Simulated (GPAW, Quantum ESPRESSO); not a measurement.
## Core-hole calculation of the Rh L₃ edge in LiRh (P-6m2)

What does one-electron theory with a core hole give for the Rh L₃ edge of LiRh (P-6m2)?

Method: X-ray absorption from dipole matrix elements to empty bands, plane-wave PAW LDA, in GPAW 26.7.0.

## (1) The starting structure

The structure is hexagonal, space group P-6m2 (No. 187). The conventional cell has a = 2.652 Å, b = 2.652 Å, c = 4.327 Å, α = 90.00°, β = 90.00°, γ = 120.00°. Nearest to Rh lie 6 Li at 2.65 Å and 6 Rh at 2.65 Å. Li has 6 Rh at 2.65 Å and 6 Li at 2.65 Å nearest. Farther neighbours are not listed.

Coordinates:

```xyz
2
Lattice="2.6523 0.0000 0.0000 -1.3262 2.2970 0.0000 0.0000 0.0000 4.3266" Properties=species:S:1:pos:R:3 pbc="T T T"
Rh    1.3262    0.7657    0.0000
Li    0.0000    0.0000    2.1633
```

## (2) The field without a hole

A plain self-consistent run shows whether there is a gap, which decides the set-up of the core-hole run.

scf.py

```python
import numpy as np
from ase import Atoms
from ase.parallel import parprint, paropen
from gpaw import GPAW, PW, FermiDirac, Mixer, MixerDif, setup_paths
from gpaw.test import gen
setup_paths.insert(0, '.')
gen('Rh', name='nch2p', xcname='LDA', corehole=(2, 1, 0), write_xml=True)
from gpaw.mpi import world
world.barrier()

atoms = Atoms('RhLi',
    cell=[[2.65230046, 0, 0],
     [-1.32615023, 2.29695958, 0],
     [0, 0, 4.32660441]],
    scaled_positions=[[0.66666667, 0.33333333, 0],
     [0, 0, 0.5]],
    pbc=True)
atoms.calc = calc = GPAW(legacy_gpaw=True, mode=PW(500, force_complex_dtype=True), xc='LDA', setups={0: 'nch2p'},
    kpts={'size': (11, 11, 6), 'gamma': True}, occupations=FermiDirac(0.05),
    charge=0, mixer=Mixer(0.1, 5, 50), maxiter=150,
    convergence={'density': 0.0001, 'eigenstates': 1e-6}, txt='scf.txt')
energy = atoms.get_potential_energy() + calc.get_reference_energy()
ef = calc.get_fermi_level()
out = dict(energy=energy, fermi=ef, forces=atoms.get_forces().tolist())
parprint(f'all-electron energy {energy:.4f} eV, Fermi level {ef:.4f} eV')
ev = np.array([[calc.get_eigenvalues(k, s) for k in range(len(calc.get_ibz_k_points()))] for s in range(calc.get_number_of_spins())])
out['homo'], out['lumo'], out['counts'] = ev[ev < ef].max(), ev[ev > ef].min(), sorted(set((ev < ef).sum((0, 2)).tolist()))
out['filled'] = (ev[:, 0] < ef).sum(1).tolist()
import json
with paropen('out.json', 'w') as f:
    json.dump(out, f)
```

The run is started by

```sh
$ OMP_NUM_THREADS=1 mpirun -n 4 gpaw python scf.py
```

Numbers of over 12 decimals in the logs are rounded to 6 here.

The program printed:

```text
Input parameters:
  convergence: {density: 0.0001,
                eigenstates: 1e-06}
  kpts: {gamma: True,
         size: (11, 11, 6)}
  maxiter: 150
  mixer: {backend: pulay,
          beta: 0.1,
          method: separate,
          nmaxold: 5,
          weight: 50}
  mode: {ecut: 500.0,
         force_complex_dtype: True,
         name: pw}
  occupations: {fixmagmom: False,
                name: fermi-dirac,
                width: 0.05}
  setups: {0: nch2p}

Initialize ...

[... PAW data sets ...]

Reference energy: -130208.739029  # eV

Spin-paired calculation

[... convergence settings ...]
Symmetries present (total): 4
  [... symmetry matrices ...]

726 k-points: 11 x 11 x 6 Monkhorst-Pack grid + [0.000000,0.000000,1/12]
144 k-points in the irreducible part of the Brillouin zone
       k-points in crystal coordinates                weights
   0:     0.00000000    0.00000000    0.00000000          1/726
   1:     0.00000000    0.00000000    0.16666667          2/726
   2:     0.00000000    0.00000000    0.33333333          2/726
   3:     0.00000000    0.00000000    0.50000000          1/726
   4:     0.00000000    0.09090909    0.00000000          2/726
   5:     0.00000000    0.09090909    0.16666667          4/726
   6:     0.00000000    0.09090909    0.33333333          4/726
   7:     0.00000000    0.09090909    0.50000000          2/726
   8:     0.00000000    0.18181818    0.00000000          2/726
   9:     0.00000000    0.18181818    0.16666667          4/726
          ...
 143:     0.45454545    0.45454545    0.50000000          4/726

Wave functions: Plane wave expansion
  Cutoff energy: 500.000 eV
  Number of coefficients (min, max): 658, 687
  Pulay-stress correction: 0.000000 eV/Ang^3 (de/decut=0.000000)
  Using FFTW library
  Wavefunction extrapolation:
    Improved wavefunction reuse through dual PAW basis

Occupation numbers: Fermi-Dirac:
  width: 0.0500  # eV

Eigensolver
   Davidson(niter=2)

Densities:
  Coarse grid: 14*14*24 grid
  Fine grid: 28*28*48 grid
  Total Charge: 0.000000

Density mixing:
  Method: separate
  Backend: pulay
  Linear mixing parameter: 0.1
  old densities: 5
  Width of damping distribution: 1.1
  Damping of long wavelength oscillations: 50

[... Hamiltonian set-up ...]
Number of atoms: 2
Number of atomic orbitals: 16
Number of bands in calculation: 14
Number of valence electrons: 16
Bands to converge: occupied

... initialized

Initializing position-dependent things.

Density initialized from atomic densities
Creating initial wave functions:
  14 bands from LCAO basis set

       Li

           Rh

Atomic positions and initial magnetic moments

Positions:
   0 Rh     1.326150    0.765653    0.000000    ( 0.0000,  0.0000,  0.0000)
   1 Li     0.000000    0.000000    2.163302    ( 0.0000,  0.0000,  0.0000)

Unit cell:
           periodic     x           y           z      points  spacing
  1. axis:    yes    2.652300    0.000000    0.000000    14     0.1641
  2. axis:    yes   -1.326150    2.296960    0.000000    14     0.1641
  3. axis:    yes    0.000000    0.000000    4.326604    24     0.1803

  Lengths:   2.652300   2.652300   4.326604
  Angles:   90.000000  90.000000 120.000000

Effective grid spacing dv^(1/3) = 0.1776

iter:   1   -12.327002
iter:   2   -11.548551   -1.58  -1.15
iter:   3   -11.145488   -1.48  -1.34
iter:   4   -11.118801   -3.00  -1.68
iter:   5   -11.094228   -2.44  -1.80
iter:   6   -11.093010   -3.13  -2.23
iter:   7   -11.091528c  -3.32  -2.38
iter:   8   -11.091312c  -4.33  -3.07
iter:   9   -11.091317c  -4.36  -3.12
iter:  10   -11.091303c  -5.30  -3.46
iter:  11   -11.091305c  -5.94  -3.83
iter:  12   -11.091309c  -5.82  -3.87
iter:  13   -11.091308c  -7.19c -4.07c

Converged after 13 iterations.

Dipole moment: (2.962238, -1.710249, -0.000000) |e|*Ang

Energy contributions relative to reference atoms: (reference = -130208.739029)

Kinetic:         -2.005359
Potential:       +0.536694
External:        +0.000000
XC:              -9.454698
Entropy (-ST):   -0.014366
Local:           -0.160762
SIC:             +0.000000
--------------------------
Free energy:    -11.098491
Extrapolated:   -11.091308

Showing only first 2 kpts
 Kpt  Band  Eigenvalues  Occupancy
  0     6      4.02911    2.00000
  0     7      6.35009    0.00165
  0     8      6.35009    0.00165
  0     9      6.84525    0.00000

  1     6      4.03133    2.00000
  1     7      6.26084    0.00979
  1     8      6.34159    0.00196
  1     9      6.34159    0.00196

Fermi level: 5.99513

No gap
No difference between direct/indirect transitions

Forces in eV/Ang:
  0 Rh    0.00000   -0.00000    0.00000
  1 Li    0.00000   -0.00000    0.00000
Scalar-relativistic atomic LDA calculation for Rh (Rhodium, Z=45)
Core hole in 2p state (2p occupation: 6.0)
750 radial gridpoints.
|------------------------------------------------|
|------------------------------------------------|
[... the atom generator's iteration count ...]

Energy contributions:
-------------------------
Kinetic:    +4943.601068
XC:          -133.806820
Potential:  -9587.541699
-------------------------
Total:      -4777.747452

state      eigenvalue         ekin         rmax
-----------------------------------------------
1s^2.0 :  -844.799541  1071.642816        0.021
2s^2.0 :  -122.540305   219.243051        0.120
2p^6.0 :  -109.972650   210.247043        0.096
3s^2.0 :   -21.878604    59.694416        0.352
3p^6.0 :   -17.734596    55.436348        0.345
3d^10.0:   -11.061686    49.656667        0.291
4s^2.0 :    -3.031369    14.629350        0.880
4p^6.0 :    -1.857314    12.004495        0.942
4d^8.0 :    -0.225910     6.142971        1.148
5s^1.0 :    -0.168376     1.344051        2.632
5p^0.0 :    -0.035593     0.523604        3.767
-----------------------------------------------
(units: Bohr and Hartree)

Generating PAW setup
Kinetic energy of the core from tauc = 4931.106195907298
Cutoffs:
rc(s)=2.400
rc(p)=2.610
rc(d)=2.350
rc(vbar)=2.390
rc(comp)=2.290
rc(nct)=2.610

Kinetic energy of the core states: 4821.086280
Charge: 0.0
Core electrons: 30.0
Valence electrons: 15.0
Pseudo-core charge: 0.089799
Shape function alpha=1.907
Pseudo-electron charge 5.883407
state    eigenvalue         norm
--------------------------------
5s(1) :    -0.168376     1.017377
*s    :     0.831624
4p(6) :    -1.857314     0.120652
5p(0) :    -0.035593     0.998302
4d(8) :    -0.225910     0.506540
*d    :     0.774090
--------------------------------

Diagonalizing with gridspacing h=0.050

state   all-electron     PAW
-------------------------------
5s:      -0.168376    -0.168508
4p:      -1.857314    -1.857524
4d:      -0.225910    -0.226752
*f:                    0.069742
-------------------------------
all-electron energy -130219.8303 eV, Fermi level 5.9951 eV
```

Elapsed: 12 s, on 4 MPI ranks of Arm Neoverse V1, shared host; peak memory 0.16 GiB; 46 s of CPU time.

The mesh shows no gap, so the system is treated as a metal and the core electron is put at the Fermi level (neutral cell).

## (3) Spectrum without a core hole, Rh atom 1

Without a hole the spectrum is the empty density of states of the right symmetry on the absorber, weighted by matrix elements. It needs only the small cell and serves as the baseline. The data set with a hole of occupation 0 only carries the core orbital.

The absorber has 6 Li at 2.65 Å and 6 Rh at 2.65 Å (anticuboctahedral, as in hcp, site symmetry -6m2).

xas.py

```python
import numpy as np
from ase import Atoms
from ase.parallel import parprint, paropen
from gpaw import GPAW, PW, FermiDirac, Mixer, MixerDif, setup_paths
from gpaw.test import gen
setup_paths.insert(0, '.')
gen('Rh', name='nch2p', xcname='LDA', corehole=(2, 1, 0), write_xml=True)
from gpaw.mpi import world
world.barrier()

atoms = Atoms('RhLi',
    cell=[[2.65230046, 0, 0],
     [-1.32615023, 2.29695958, 0],
     [0, 0, 4.32660441]],
    scaled_positions=[[0.66666667, 0.33333333, 0],
     [0, 0, 0.5]],
    pbc=True)
atoms.calc = calc = GPAW(legacy_gpaw=True, mode=PW(500, force_complex_dtype=True), xc='LDA', setups={0: 'nch2p'},
    kpts={'size': (15, 15, 8), 'gamma': True}, occupations=FermiDirac(0.1),
    charge=0, mixer=Mixer(0.1, 5, 50), maxiter=150,
    convergence={'density': 0.0001, 'eigenstates': 1e-6}, txt='scf.txt')
energy = atoms.get_potential_energy() + calc.get_reference_energy()
ef = calc.get_fermi_level()
out = dict(energy=energy, fermi=ef, forces=atoms.get_forces().tolist())
parprint(f'all-electron energy {energy:.4f} eV, Fermi level {ef:.4f} eV')
ev = np.array([[calc.get_eigenvalues(k, s) for k in range(len(calc.get_ibz_k_points()))] for s in range(calc.get_number_of_spins())])
out['homo'], out['lumo'], out['counts'] = ev[ev < ef].max(), ev[ev > ef].min(), sorted(set((ev < ef).sum((0, 2)).tolist()))
out['filled'] = (ev[:, 0] < ef).sum(1).tolist()

from ase.units import Ha
from gpaw.xas import dipole_matrix_elements
nb = int(calc.get_number_of_electrons() / 2) + 24
top = nb
nscf = calc.fixed_density(kpts={'size': (9, 9, 5), 'gamma': True},
    convergence={'eigenstates': 1.0}, txt='nscf.txt')
nscf.diagonalize_full_hamiltonian(nbands=nb)
cell = atoms.cell.array
ops = [cell.T @ U.T @ np.linalg.inv(cell.T) for U in nscf.wfs.kd.symmetry.op_scc]
E = np.arange(-25, 34, 0.1)
fwhm = np.interp(E, [4, 25], [2.13, 3.5])
Y, X, zero, highest = 0, 0, 1e9, 1e9
for spin in range(nscf.get_number_of_spins()):
    wfs = nscf.wfs
    mine = wfs.bd.get_slice()  # this rank's bands
    A = dipole_matrix_elements(wfs.setups[0])
    eps = np.zeros((wfs.kd.nibzkpts, nb))
    d = np.zeros((3, A.shape[1], wfs.kd.nibzkpts, nb), complex)
    for kpt in wfs.kpt_u:
        if kpt.s == spin and 0 in kpt.P_ani:
            eps[kpt.k, mine] = kpt.eps_n * Ha
            d[:, :, kpt.k, mine] = (kpt.weight * wfs.nspins / 2) ** 0.5 * np.inner(A, kpt.P_ani[0])
    world.sum(eps)
    world.sum(d)
    T = np.einsum('amkn,bmkn->abkn', d, d.conj()).real
    T = sum(np.einsum('ai,ijkn,bj->abkn', R, T, R) for R in ops) / len(ops)
    empty = eps > ef
    zero, highest = min(zero, eps[empty].min()), min(highest, eps[:, top - 1].min())
    lines = [(eps, T, empty)] if spin == 0 else lines + [(eps, T, empty)]
for eps, T, empty in lines:
    f = np.einsum('aakn->akn', T).reshape(3, -1)
    x = eps.ravel() - zero
    w = np.interp(x, E, fwhm) / 2.35482
    g = np.exp(-0.5 * ((E[:, None] - x) / w) ** 2) / (w * (2 * np.pi) ** 0.5)
    Y = Y + (f * empty.ravel()) @ g.T
    X = X + (f * ~empty.ravel()) @ g.T
out.update(E=E.round(2).tolist(), xas=Y.tolist(), xes=X.tolist(), zero=zero, valid=highest - zero, nk=len(eps), nb=nb)
for i in range(0, len(E), 10):
    parprint(f'{E[i]:7.2f}', *(f'{v:10.3e}' for v in Y[:, i]))
import json
with paropen('out.json', 'w') as f:
    json.dump(out, f)
```

The run is started by

```sh
$ OMP_NUM_THREADS=1 mpirun -n 4 gpaw python xas.py
```

The program printed:

```text
Input parameters:
  convergence: {density: 0.0001,
                eigenstates: 1e-06}
  kpts: {gamma: True,
         size: (15, 15, 8)}
  maxiter: 150
  mixer: {backend: pulay,
          beta: 0.1,
          method: separate,
          nmaxold: 5,
          weight: 50}
  mode: {ecut: 500.0,
         force_complex_dtype: True,
         name: pw}
  occupations: {fixmagmom: False,
                name: fermi-dirac,
[...]
*d    :     0.774090
--------------------------------

Diagonalizing with gridspacing h=0.050

state   all-electron     PAW
-------------------------------
5s:      -0.168376    -0.168508
4p:      -1.857314    -1.857524
4d:      -0.225910    -0.226752
*f:                    0.069742
-------------------------------
all-electron energy -130219.8524 eV, Fermi level 6.0975 eV
[...]
32.00  6.186e-06  6.186e-06  6.388e-06
  33.00  6.616e-06  6.616e-06  6.644e-06
[key lines of the parts left out:]
Converged after 12 iterations.
Dipole moment: (2.951894, -1.704277, -0.000000) |e|*Ang
Free energy:    -11.134343
Fermi level: 6.09747
```

It took 36 s on 4 MPI ranks; peak memory 0.24 GiB.

The Rh L₃ spectrum, Rh atom 1, no core hole (energy from the lowest empty level; intensity scaled to a mean of 1 over the first 20 eV; polarised curves are means over the symmetry-equivalent atoms):

```csv
E (eV),isotropic,ε ⊥ c,ε ∥ c
-2.00,0.08,0.09,0.05
-1.25,0.44,0.53,0.27
-0.50,1.31,1.57,0.78
0.25,2.21,2.66,1.30
1.00,2.43,2.92,1.46
1.75,2.15,2.54,1.37
2.50,1.71,1.96,1.21
3.25,1.27,1.38,1.04
4.00,0.94,0.96,0.89
4.75,0.75,0.74,0.77
5.50,0.62,0.60,0.67
6.25,0.55,0.51,0.62
7.00,0.62,0.58,0.71
7.75,0.80,0.74,0.92
8.50,0.92,0.83,1.08
9.25,0.90,0.80,1.11
10.00,0.82,0.72,1.00
10.75,0.78,0.71,0.91
11.50,0.85,0.82,0.93
12.25,0.98,0.95,1.03
13.00,1.03,1.01,1.09
13.75,0.98,0.95,1.04
14.50,0.89,0.87,0.93
15.25,0.82,0.82,0.82
16.00,0.77,0.80,0.72
16.75,0.73,0.79,0.62
17.50,0.70,0.79,0.53
18.25,0.68,0.79,0.47
19.00,0.66,0.77,0.45
19.75,0.63,0.72,0.47
20.50,0.61,0.66,0.52
21.25,0.60,0.62,0.57
22.00,0.60,0.60,0.61
22.75,0.61,0.60,0.61
23.50,0.61,0.61,0.60
24.25,0.62,0.62,0.61
25.00,0.63,0.63,0.63
25.75,0.65,0.64,0.67
26.50,0.67,0.65,0.70
27.25,0.68,0.66,0.72
28.00,0.68,0.66,0.71
28.75,0.67,0.66,0.70
29.50,0.68,0.67,0.70
30.25,0.70,0.69,0.72
31.00,0.73,0.72,0.76
31.75,0.78,0.77,0.80
```

Main maxima below 30 eV (height): 0.8 eV (2.45), 8.8 eV (0.93) and 13.0 eV (1.03). At an L edge the dipole rule selects empty d (and weakly s) states on the absorber, and the strong line at the onset measures the empty part of its d band.

The same matrix elements for filled bands give the Rh L₃ emission of Rh atom 1 (ground-state approximation; energy from the lowest empty level, largest value 1):

| E (eV) | emission |
| --- | --- |
| -24.00 | 0.00 |
| -23.25 | 0.00 |
| -22.50 | 0.00 |
| -21.75 | 0.00 |
| -21.00 | 0.00 |
| -20.25 | 0.00 |
| -19.50 | 0.00 |
| -18.75 | 0.00 |
| -18.00 | 0.00 |
| -17.25 | 0.00 |
| -16.50 | 0.00 |
| -15.75 | 0.00 |
| -15.00 | 0.00 |
| -14.25 | 0.00 |
| -13.50 | 0.00 |
| -12.75 | 0.00 |
| -12.00 | 0.00 |
| -11.25 | 0.00 |
| -10.50 | 0.00 |
| -9.75 | 0.00 |
| -9.00 | 0.00 |
| -8.25 | 0.00 |
| -7.50 | 0.00 |
| -6.75 | 0.01 |
| -6.00 | 0.05 |
| -5.25 | 0.16 |
| -4.50 | 0.37 |
| -3.75 | 0.61 |
| -3.00 | 0.82 |
| -2.25 | 0.95 |
| -1.50 | 1.00 |
| -0.75 | 0.88 |
| 0.00 | 0.55 |
| 0.75 | 0.22 |
| 1.50 | 0.05 |
| 2.25 | 0.01 |
| 3.00 | 0.00 |

Emission maxima: -1.6 eV (1.00).

## (4) Supercell without a hole, the energy reference

The photon energy needs a difference of total energies, so the cell and mesh of the coming hole run are first run without a hole.

scf.py, as its differences from that of step 2:

```diff
@@ -10,11 +10,25 @@
 
-atoms = Atoms('RhLi',
-    cell=[[2.65230046, 0, 0],
-     [-1.32615023, 2.29695958, 0],
-     [0, 0, 4.32660441]],
-    scaled_positions=[[0.66666667, 0.33333333, 0],
-     [0, 0, 0.5]],
+atoms = Atoms('Rh8Li8',
+    cell=[[-3.97845069, 2.29695958, 4.32660441],
+     [3.97845069, -2.29695958, 4.32660441],
+     [2.65230046, 4.59391915, -4.32660441]],
+    scaled_positions=[[0.04166667, 0.20833333, 0.25],
+     [0.54166667, 0.70833333, 0.25],
+     [0.91666667, 0.58333333, 0.5],
+     [0.41666667, 0.08333333, 0.5],
+     [0.29166667, 0.45833333, 0.75],
+     [0.79166667, 0.95833333, 0.75],
+     [0.66666667, 0.33333333, 0],
+     [0.16666667, 0.83333333, 0],
+     [0.25, 0.25, 0],
+     [0.75, 0.75, 0],
+     [0.125, 0.625, 0.25],
+     [0.625, 0.125, 0.25],
+     [0.5, 0.5, 0.5],
+     [0, 0, 0.5],
+     [0.875, 0.375, 0.75],
+     [0.375, 0.875, 0.75]],
     pbc=True)
 atoms.calc = calc = GPAW(legacy_gpaw=True, mode=PW(500, force_complex_dtype=True), xc='LDA', setups={0: 'nch2p'},
-    kpts={'size': (11, 11, 6), 'gamma': True}, occupations=FermiDirac(0.05),
+    kpts={'size': (3, 3, 3), 'gamma': True}, occupations=FermiDirac(0.1),
     charge=0, mixer=Mixer(0.1, 5, 50), maxiter=150,
```

The run is started by

```sh
$ OMP_NUM_THREADS=1 mpirun -n 4 gpaw python scf.py
```

The program printed:

```text
Input parameters:
  convergence: {density: 0.0001,
                eigenstates: 1e-06}
  kpts: {gamma: True,
         size: (3, 3, 3)}
  maxiter: 150
  mixer: {backend: pulay,
          beta: 0.1,
          method: separate,
          nmaxold: 5,
          weight: 50}
  mode: {ecut: 500.0,
         force_complex_dtype: True,
         name: pw}
  occupations: {fixmagmom: False,
                name: fermi-dirac,
[...]
<dir> UserWarning: Initial realspace grid (35,35,36) inconsistent with symmetries.
  warnings.warn(
<dir> UserWarning: Using symmetrized grid: (36,36,36).

  warnings.warn('Using symmetrized grid: ({},{},{}).\n'.format(*N_c))
<dir> UserWarning: Initial realspace grid (35,35,36) inconsistent with symmetries.
  warnings.warn(
<dir> UserWarning: Using symmetrized grid: (36,36,36).

  warnings.warn('Using symmetrized grid: ({},{},{}).\n'.format(*N_c))
all-electron energy -1041758.7346 eV, Fermi level 6.0890 eV
[key lines of the parts left out:]
Converged after 16 iterations.
Dipole moment: (0.497433, -0.287192, 0.000005) |e|*Ang
Free energy:    -89.020090
Fermi level: 6.08899
```

Run time: 53 s. Hardware: 4 MPI ranks; peak memory 0.28 GiB.

Reference energy: -1041758.735 eV with the cores included.

(Part 1 of 2 ends here.)

[Banner, clock and machine lines of the logs are left out without a mark of their own.]

[Logs are printed without paths, hosts, clocks, repeated set-up lines and the standing remarks that a program may print on its own settings, such as how far it seeks lower states.]

[Hosts, paths, dates, database ids (printed as entryN), source tags and the programs' standing remarks are cut or masked in the printed files.]

[Lists of maxima count a maximum above −3 eV only where it reaches 4 % of the highest in the window and stands out from its surroundings by 2 % of it (1.5 % where it reaches 55 %); shoulders and weaker maxima are passed over, and of the rest the first, up to two pre-edge ones and the few strongest are named.]
